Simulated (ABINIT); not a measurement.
# SnO2 (Cassiterite): one start, several treatments of the self-energy

How much does the gap of SnO2 (Cassiterite) depend on the approximation to the self-energy?

Main program and level: ABINIT 10.8.3; PBE and many-body steps on it, plane waves.

## (1) The structure

Symmetry: P4_2/mnm, No. 136, tetragonal system. Conventional cell: a = 4.738 Å, b = 4.738 Å, c = 3.187 Å, α = 90.00°, β = 90.00°, γ = 90.00°. Nearest to Sn lie 6 O at 2.05 to 2.06 Å. Nearest to O lie 3 Sn at 2.05 to 2.06 Å. Farther neighbours and most contacts between anions are not listed.

The cell and positions come from the Crystallography Open Database and are kept as given unless a step says otherwise.

## (2) Empty states on the mesh, 4×4×4 mesh, 88 bands

This step: ABINIT 10.8.3; DFT, PBE, plane waves, norm-conserving pseudopotentials.

The sums over transitions need many empty states on a uniform mesh; this step solves for them.

Contents of run.abi:

```
acell 3*1.0 Angstrom
rprim 
  4.738000000000 0.000000000000 0.000000000000
  0.000000000000 4.738000000000 0.000000000000
  0.000000000000 0.000000000000 3.186500000000
ntypat 2
znucl 50 8
natom 6
typat 1 1 2 2 2 2
xred 
  0.000000000000 0.000000000000 0.000000000000
  0.500000000000 0.500000000000 0.500000000000
  0.307100000000 0.307100000000 0.000000000000
  0.192900000000 0.807100000000 0.500000000000
  0.692900000000 0.692900000000 0.000000000000
  0.807100000000 0.192900000000 0.500000000000
pp_dirpath "pseudos"
pseudos "Sn.upf, O.upf"
ecut 36
ngkpt 4 4 4
nshiftk 1
shiftk 0 0 0
kptopt 1
chksymbreak 0
iscf -2
irdden 1
istwfk *1
nband 88
nbdbuf 8
tolwfr 1e-09
nstep 60
prtvol 0
indata_prefix "in"
outdata_prefix "out"
tmpdata_prefix "tmp"
```

Launch:

```
OMP_NUM_THREADS=1 mpirun -n 8 abinit run.abi > log
```

Numbers of over 12 decimals in the logs are rounded to 6 here.

The log of the run:

```text
.Version 10.8.3 of ABINIT. v10.8.2 released Aug 2026.

 Symmetries : space group P4_2/m n m (#136); Bravais tP (primitive tetrag.)
[... echo of the input left out ...]
== DATASET  1 ==================================================================
-   mpi_nproc: 8, omp_nthreads: 1 (-1 if OMP is not activated)

--- !DatasetInfo
iteration_state: {dtset: 1, }
dimensions: {natom: 6, nkpt: 18, mband: 88, nsppol: 1, nspinor: 1, nspden: 1, mpw: 5006, }
cutoff_energies: {ecut:  36.0, pawecutdg:  -1.0, }
[...]
1.59864    1.62767    1.64527    1.68115    1.68115    1.75682    1.77379    1.80291
   1.80291    1.83594    1.83594    1.87188    1.87188    1.95035    1.96597    1.97977
 prteigrs : prtvol=0 or 1, do not print more k-points.

== END DATASET(S) ==============================================================
================================================================================

 -outvars: echo values of variables after computation  --------
            nband          88
             nkpt          18
          spgroup         136
 [... the other variables as echoed above ...]

 Calculation completed.
```

It took 46 s on 8 MPI ranks of Intel Xeon Platinum 8488C (Sapphire Rapids), shared host; peak memory 0.71 GiB; 6.1 min of CPU time.

This step gave:

```
gap                                                           : 1.265 eV
k of the valence top                                          : 0, 0, 0
k of the conduction bottom                                    : 0, 0, 0
least direct gap                                              : 1.265 eV
k points computed                                             : 18
lowest point of the top converged band, above the valence top : 41.13 eV
```

On this mesh the gap is 1.265 eV.

The density comes from a self-consistent run that is not shown.

## (3) Screening, 4×4×4 mesh, 80 bands, screening to 122.5 eV

The RPA dielectric matrix is built and inverted for each q.

This step: RPA screening on PBE, plane waves, norm-conserving pseudopotentials.

Changes to run.abi since step 2:

```diff
@@ -24,10 +24,11 @@
 chksymbreak 0
-iscf -2
-irdden 1
 istwfk *1
-nband 88
-nbdbuf 8
-tolwfr 1e-09
-nstep 60
-prtvol 0
+occopt 1
+irdwfk 1
+optdriver 3
+nband 80
+ecuteps 4.5
+inclvkb 2
+awtr 1
+symchi 1
 indata_prefix "in"
```

The log of the run:

```text
.Version 10.8.3 of ABINIT. v10.8.2 released Aug 2026.

 Symmetries : space group P4_2/m n m (#136); Bravais tP (primitive tetrag.)
[... echo of the input left out ...]
== DATASET  1 ==================================================================
-   mpi_nproc: 8, omp_nthreads: 1 (-1 if OMP is not activated)

--- !DatasetInfo
iteration_state: {dtset: 1, }
dimensions: {natom: 6, nkpt: 18, mband: 80, nsppol: 1, nspinor: 1, nspden: 1, mpw: 5006, }
cutoff_energies: {ecut:  36.0, pawecutdg:  -1.0, }
electrons: {nelect:   5.20000000E+01, charge:   0.00000000E+00, occopt:   1.00000000E+00, tsmear:   1.00000000E-02, }

 SCREENING: Calculation of the susceptibility and dielectric matrices

 Based on a program developped by R.W. Godby, V. Olevano, G. Onida, and L. Reining.
 Incorporated in ABINIT by V. Olevano, G.-M. Rignanese, and M. Torrent.
.Using double precision arithmetic ; gwpc =  8

[... cell and pseudopotentials left out ...]
--------------------------------------------------------------------------------

 ==== K-mesh for the wavefunctions ====
 Number of points in the irreducible wedge :    18
[... list of points left out ...]
 Together with 16 symmetry operations and time-reversal symmetry
 yields    64 points in the full Brillouin Zone.

 ==== Q-mesh for the screening function ====
 Number of points in the irreducible wedge :    18
[... list of points left out ...]
 Together with 16 symmetry operations and time-reversal symmetry
 yields    64 points in the full Brillouin Zone.

 setmesh: FFT mesh size selected  =    36x   36x   24
          total number of points  =        31104

 vcoul_init : cutoff-mode = AUXILIARY_FUNCTION
 q-points for optical limit:   1
     1)      0.000010    0.000020    0.000030

- screening: taking advantage of time-reversal symmetry
- Maximum band index for partially occupied states nbvw = 26
- Remaining bands to be divided among processors   nbcw = 54
- Number of bands treated by each node ~6

 Number of electrons calculated from density =   52.0000; Expected =   52.0000
 average of density, n =  0.107722
 r_s =    1.3038
 omega_plasma =   31.6597 [eV]

 calculating chi0 at frequencies [eV] :
  1    0.000000E+00    0.000000E+00
  2    0.000000E+00    3.165971E+01

--------------------------------------------------------------------------------
  q-point number  1        q = ( 0.000000, 0.000000, 0.000000) [r.l.u.]
--------------------------------------------------------------------------------
[... chi0 elements left out ...]
 For q-point:  0.000010 0.000020 0.000030
  dielectric constant =   4.6043
  dielectric constant without local fields =   4.8087

  Average fulfillment of the sum rule on Im[epsilon] for q-point    1 :     43.41  [%]
[... wings left out ...]
  q-point number  2        q = ( 0.250000, 0.000000, 0.000000) [r.l.u.]
--------------------------------------------------------------------------------
[... chi0 elements left out ...]
  Average fulfillment of the sum rule on Im[epsilon] for q-point    2 :     62.74  [%]

 [... 16 further q-points ...]
```

Wall time 1.8 min (8 MPI ranks); peak memory 3.5 GiB; 14 min of CPU time.

Numbers from this step:

| Item | Value |
| --- | --- |
| ε∞ with local fields, on this mesh, along the program's q direction | 4.604 |
| the same without local fields | 4.809 |
| plasma frequency | 31.66 eV |
| plane waves in the screening matrix | 217 |

Local fields lower ε∞ by 4 %. On a Γ-centred mesh this coarse the value itself is usually too large, while a short band sum pulls it down.

## (4) G0W0, Godby-Needs plasmon pole

The self-energy is evaluated for the states that the input lists, and the levels follow from it, in one-shot runs by the linearised quasiparticle equation.

This step: G0W0 on PBE, plane waves, norm-conserving pseudopotentials.

Changes to run.abi since step 3:

```diff
@@ -27,8 +27,15 @@
 irdwfk 1
-optdriver 3
+optdriver 4
 nband 80
+gwcalctyp 0
+ecutsigx 36
+symsigma 1
+nkptgw 1
+kptgw 
+  0.0000000000 0.0000000000 0.0000000000
+bdgw 
+  24 28
 ecuteps 4.5
-inclvkb 2
-awtr 1
-symchi 1
+irdscr 1
+ppmodel 1
 indata_prefix "in"
```

The log of the run:

```text
.Version 10.8.3 of ABINIT. v10.8.2 released Aug 2026.

 Symmetries : space group P4_2/m n m (#136); Bravais tP (primitive tetrag.)
[... echo of the input left out ...]
== DATASET  1 ==================================================================
-   mpi_nproc: 8, omp_nthreads: 1 (-1 if OMP is not activated)

--- !DatasetInfo
iteration_state: {dtset: 1, }
dimensions: {natom: 6, nkpt: 18, mband: 80, nsppol: 1, nspinor: 1, nspden: 1, mpw: 5006, }
cutoff_energies: {ecut:  36.0, pawecutdg:  -1.0, }
electrons: {nelect:   5.20000000E+01, charge:   0.00000000E+00, occopt:   1.00000000E+00, tsmear:   1.00000000E-02, }

 SIGMA: Calculation of the GW corrections

 Based on a program developped by R.W. Godby, V. Olevano, G. Onida, and L. Reining.
 Incorporated in ABINIT by V. Olevano, G.-M. Rignanese, and M. Torrent.
.Using double precision arithmetic ; gwpc =  8

[... cell and pseudopotentials left out ...]
--------------------------------------------------------------------------------

 ==== K-mesh for the wavefunctions ====
 Number of points in the irreducible wedge :    18
[... list of points left out ...]
 Together with 16 symmetry operations and time-reversal symmetry
 yields    64 points in the full Brillouin Zone.

 ==== Q-mesh for screening function ====
 Number of points in the irreducible wedge :    18
[... list of points left out ...]
 Together with 16 symmetry operations and time-reversal symmetry
 yields    64 points in the full Brillouin Zone.

 vcoul_init : cutoff-mode = AUXILIARY_FUNCTION
 q-points for optical limit:   1
     1)      0.000010    0.000020    0.000030
 setmesh: FFT mesh size selected  =    50x   50x   36
          total number of points  =        90000

 Number of electrons calculated from density =   52.0000; Expected =   52.0000
 average of density, n =  0.107722
 r_s =    1.3038
 omega_plasma =   31.6597 [eV]

 === KS Band Gaps ===
  >>>> For spin  1
   Minimum direct gap =   1.2652 [eV], located at k-point      :   0.0000  0.0000  0.0000
   Fundamental gap    =   1.2652 [eV], Top of valence bands at :   0.0000  0.0000  0.0000
                                       Bottom of conduction at :   0.0000  0.0000  0.0000
 SIGMA fundamental parameters:
 PLASMON POLE MODEL  1
 number of plane-waves for SigmaX                 4993
 number of plane-waves for SigmaC and W            217
 number of plane-waves for wavefunctions          4993
 number of bands                                    80
 number of independent spin polarizations            1
 number of spinorial components                      1
 number of k-points in IBZ                          18
 number of q-points in IBZ                          18
 number of symmetry operations                      16
 number of k-points in BZ                           64
 number of q-points in BZ                           64
 number of frequencies for dSigma/dE                 9
 frequency step for dSigma/dE [eV]                0.25
 number of omega for Sigma on real axis              0
 max omega for Sigma on real axis  [eV]           0.00
 zcut for avoiding poles [eV]                     0.10

 EPSILON^-1 parameters (SCR file):
 dimension of the eps^-1 matrix on file            217
 dimension of the eps^-1 matrix used               217
 number of plane-waves for wavefunctions          4993
 number of bands                                    80
 number of q-points in IBZ                          18
 number of frequencies                               2
 number of real frequencies                          1
 number of imag frequencies                          1

 matrix elements of self-energy operator (all in [eV])

 Perturbative Calculation

--- !SelfEnergy_ee
iteration_state: {dtset: 1, }
kpoint     : [   0.000,    0.000,    0.000, ]
spin       : 1
KS_gap     :    1.265
QP_gap     :    2.343
Delta_QP_KS:    1.078
data: !SigmaeeData |
     Band     E0 <VxcDFT>   SigX SigC(E0)      Z dSigC/dE  Sig(E)    E-E0       E
       24   3.962 -19.988 -25.514   5.236   0.790  -0.266 -20.217  -0.229   3.734
       25   3.962 -19.988 -25.514   5.236   0.790  -0.266 -20.217  -0.229   3.734
       26   4.708 -20.315 -26.203   5.585   0.789  -0.267 -20.554  -0.239   4.470
       27   5.973 -15.798 -12.309  -2.490   0.841  -0.188 -14.958   0.840   6.813
       28  10.834 -15.523  -9.990  -3.518   0.836  -0.196 -13.838   1.684  12.518

== END DATASET(S) ==============================================================
================================================================================

 -outvars: echo values of variables after computation  --------
           etotal      0.0000000000E+00
            nband          80
             nkpt          18
          spgroup         136
 [... the other variables as echoed above ...]

 Calculation completed.
```

Run time: 7.3 s. Hardware: 8 MPI ranks; peak memory 1.9 GiB.

This step gave:

- G0W0 gap on the points computed: 2.343 eV
- starting gap on the mesh: 1.265 eV
- k of the valence top: 0, 0, 0
- k of the conduction bottom: 0, 0, 0
- Z at the valence top: 0.789
- Z at the conduction bottom: 0.841
- least direct G0W0 gap on the computed points: 2.343 eV

The gap on the mesh goes from 1.27 eV to 2.34 eV, a correction of +1.08 eV.

## (5) G0W0, Hybertsen-Louie plasmon pole

Changes to run.abi since step 4:

```diff
@@ -39,3 +39,3 @@
 irdscr 1
-ppmodel 1
+ppmodel 2
 indata_prefix "in"
```

The log of the run:

```text
.Version 10.8.3 of ABINIT. v10.8.2 released Aug 2026.

 Symmetries : space group P4_2/m n m (#136); Bravais tP (primitive tetrag.)
[... echo of the input left out ...]
== DATASET  1 ==================================================================
-   mpi_nproc: 8, omp_nthreads: 1 (-1 if OMP is not activated)

--- !DatasetInfo
iteration_state: {dtset: 1, }
dimensions: {natom: 6, nkpt: 18, mband: 80, nsppol: 1, nspinor: 1, nspden: 1, mpw: 5006, }
cutoff_energies: {ecut:  36.0, pawecutdg:  -1.0, }
electrons: {nelect:   5.20000000E+01, charge:   0.00000000E+00, occopt:   1.00000000E+00, tsmear:   1.00000000E-02, }

 SIGMA: Calculation of the GW corrections

 Based on a program developped by R.W. Godby, V. Olevano, G. Onida, and L. Reining.
 Incorporated in ABINIT by V. Olevano, G.-M. Rignanese, and M. Torrent.
.Using double precision arithmetic ; gwpc =  8

[... cell and pseudopotentials left out ...]
--------------------------------------------------------------------------------

 ==== K-mesh for the wavefunctions ====
 Number of points in the irreducible wedge :    18
[... list of points left out ...]
 Together with 16 symmetry operations and time-reversal symmetry
 yields    64 points in the full Brillouin Zone.

 ==== Q-mesh for screening function ====
 Number of points in the irreducible wedge :    18
[... list of points left out ...]
 Together with 16 symmetry operations and time-reversal symmetry
 yields    64 points in the full Brillouin Zone.

 vcoul_init : cutoff-mode = AUXILIARY_FUNCTION
 q-points for optical limit:   1
     1)      0.000010    0.000020    0.000030
 setmesh: FFT mesh size selected  =    50x   50x   36
          total number of points  =        90000

 Number of electrons calculated from density =   52.0000; Expected =   52.0000
[...]
number of q-points in IBZ                          18
 number of symmetry operations                      16
 number of k-points in BZ                           64
 number of q-points in BZ                           64
 number of frequencies for dSigma/dE                 9
 frequency step for dSigma/dE [eV]                0.25
 number of omega for Sigma on real axis              0
 max omega for Sigma on real axis  [eV]           0.00
 zcut for avoiding poles [eV]                     0.10

 EPSILON^-1 parameters (SCR file):
 dimension of the eps^-1 matrix on file            217
 dimension of the eps^-1 matrix used               217
 number of plane-waves for wavefunctions          4993
 number of bands                                    80
 number of q-points in IBZ                          18
 number of frequencies                               2
 number of real frequencies                          1
 number of imag frequencies                          1

 matrix elements of self-energy operator (all in [eV])

 Perturbative Calculation

--- !SelfEnergy_ee
iteration_state: {dtset: 1, }
kpoint     : [   0.000,    0.000,    0.000, ]
spin       : 1
KS_gap     :    1.265
QP_gap     :    2.591
Delta_QP_KS:    1.326
data: !SigmaeeData |
     Band     E0 <VxcDFT>   SigX SigC(E0)      Z dSigC/dE  Sig(E)    E-E0       E
       24   3.962 -19.988 -25.514   4.724   0.858  -0.166 -20.676  -0.688   3.275
       25   3.962 -19.988 -25.514   4.724   0.858  -0.166 -20.676  -0.688   3.275
       26   4.708 -20.315 -26.203   5.004   0.858  -0.166 -21.073  -0.757   3.951
       27   5.973 -15.798 -12.309  -2.845   0.884  -0.131 -15.229   0.569   6.542
       28  10.834 -15.523  -9.990  -3.554   0.884  -0.131 -13.774   1.749  12.583

== END DATASET(S) ==============================================================
================================================================================

 -outvars: echo values of variables after computation  --------
           etotal      0.0000000000E+00
            nband          80
             nkpt          18
          spgroup         136
 [... the other variables as echoed above ...]

 Calculation completed.
```

The job ended after 7.7 s (8 MPI ranks; peak memory 1.8 GiB).

This step gave:

* G0W0 gap on the points computed: 2.591 eV
* starting gap on the mesh: 1.265 eV
* k of the valence top: 0, 0, 0
* k of the conduction bottom: 0, 0, 0
* Z at the valence top: 0.858
* Z at the conduction bottom: 0.884
* least direct G0W0 gap on the computed points: 2.591 eV

Against G0W0 in ABINIT (4×4×4 mesh, 80 bands, screening to 122.5 eV, Godby-Needs plasmon pole), the gap moves by +0.248 eV.

## (6) G0W0, von der Linden-Horsch plasmon pole

Changes to run.abi since step 5:

```diff
@@ -39,3 +39,3 @@
 irdscr 1
-ppmodel 2
+ppmodel 3
 indata_prefix "in"
```

The log of the run:

```text
.Version 10.8.3 of ABINIT. v10.8.2 released Aug 2026.

 Symmetries : space group P4_2/m n m (#136); Bravais tP (primitive tetrag.)
[... echo of the input left out ...]
== DATASET  1 ==================================================================
-   mpi_nproc: 8, omp_nthreads: 1 (-1 if OMP is not activated)

--- !DatasetInfo
iteration_state: {dtset: 1, }
dimensions: {natom: 6, nkpt: 18, mband: 80, nsppol: 1, nspinor: 1, nspden: 1, mpw: 5006, }
cutoff_energies: {ecut:  36.0, pawecutdg:  -1.0, }
[...]
26   4.708 -20.315 -26.203   5.529   0.854  -0.170 -20.621  -0.306   4.402
       27   5.973 -15.798 -12.309  -2.673   0.888  -0.126 -15.073   0.724   6.698
       28  10.834 -15.523  -9.990  -3.611   0.888  -0.126 -13.816   1.707  12.541

== END DATASET(S) ==============================================================
================================================================================

 -outvars: echo values of variables after computation  --------
           etotal      0.0000000000E+00
            nband          80
             nkpt          18
          spgroup         136
 [... the other variables as echoed above ...]

 Calculation completed.
```

Run time: 7.5 s. Hardware: 8 MPI ranks; peak memory 1.9 GiB; 58 s of CPU time.

Numbers from this step:

* G0W0 gap on the points computed: 2.296 eV
* starting gap on the mesh: 1.265 eV
* k of the valence top: 0, 0, 0
* k of the conduction bottom: 0, 0, 0
* least direct G0W0 gap on the computed points: 2.296 eV

Against G0W0 in ABINIT (4×4×4 mesh, 80 bands, screening to 122.5 eV, Godby-Needs plasmon pole), the gap moves by −0.047 eV.

## (7) G0W0, Engel-Farid plasmon pole

Changes to run.abi since step 6:

```diff
@@ -39,3 +39,3 @@
 irdscr 1
-ppmodel 3
+ppmodel 4
 indata_prefix "in"
```

The log of the run:

```text
.Version 10.8.3 of ABINIT. v10.8.2 released Aug 2026.

 Symmetries : space group P4_2/m n m (#136); Bravais tP (primitive tetrag.)
[... echo of the input left out ...]
== DATASET  1 ==================================================================
-   mpi_nproc: 8, omp_nthreads: 1 (-1 if OMP is not activated)

--- !DatasetInfo
iteration_state: {dtset: 1, }
dimensions: {natom: 6, nkpt: 18, mband: 80, nsppol: 1, nspinor: 1, nspden: 1, mpw: 5006, }
cutoff_energies: {ecut:  36.0, pawecutdg:  -1.0, }
[...]
26   4.708 -20.315 -26.203   5.576   0.809  -0.236 -20.567  -0.252   4.456
       27   5.973 -15.798 -12.309  -2.619   0.859  -0.164 -15.051   0.746   6.720
       28  10.834 -15.523  -9.990  -3.562   0.852  -0.174 -13.844   1.679  12.513

== END DATASET(S) ==============================================================
================================================================================

 -outvars: echo values of variables after computation  --------
           etotal      0.0000000000E+00
            nband          80
             nkpt          18
          spgroup         136
 [... the other variables as echoed above ...]

 Calculation completed.
```

Run time: 7.5 s. Hardware: 8 MPI ranks; peak memory 2 GiB.

This step gave:

```
G0W0 gap on the points computed              : 2.264 eV
starting gap on the mesh                     : 1.265 eV
k of the valence top                         : 0, 0, 0
k of the conduction bottom                   : 0, 0, 0
least direct G0W0 gap on the computed points : 2.264 eV
```

Against G0W0 in ABINIT (4×4×4 mesh, 80 bands, screening to 122.5 eV, Godby-Needs plasmon pole), the gap moves by −0.079 eV.

(Part 1 of 2 ends here.)

[Paths, hosts, dates, memory and timing lines, banners, echoed tables and standing remarks are left out of the program output.]

[Logs are printed without paths, hosts, clocks, repeated set-up lines and the standing remarks that a program may print on its own settings, such as how far it seeks lower states.]

[Runs of the session that timed out or met a known fault of the program may be left out.]

[No measured gap is set beside runs whose start may be inverted or whose files or cutoffs have a known fault.]

[Hosts, paths, dates, database ids (printed as entryN), source tags and the programs' standing remarks are cut or masked in the printed files.]

[G0W0 gaps are taken among the corrected bands and points alone; a level outside them can change the order at an edge.]

[Where Ansatz stands beside ABINIT at settings called matched, ABINIT's density can come from a denser mesh and the files from another edition; pairs whose starting gaps differed by over 0.03 eV were left out, so agreement reads better than it is.]
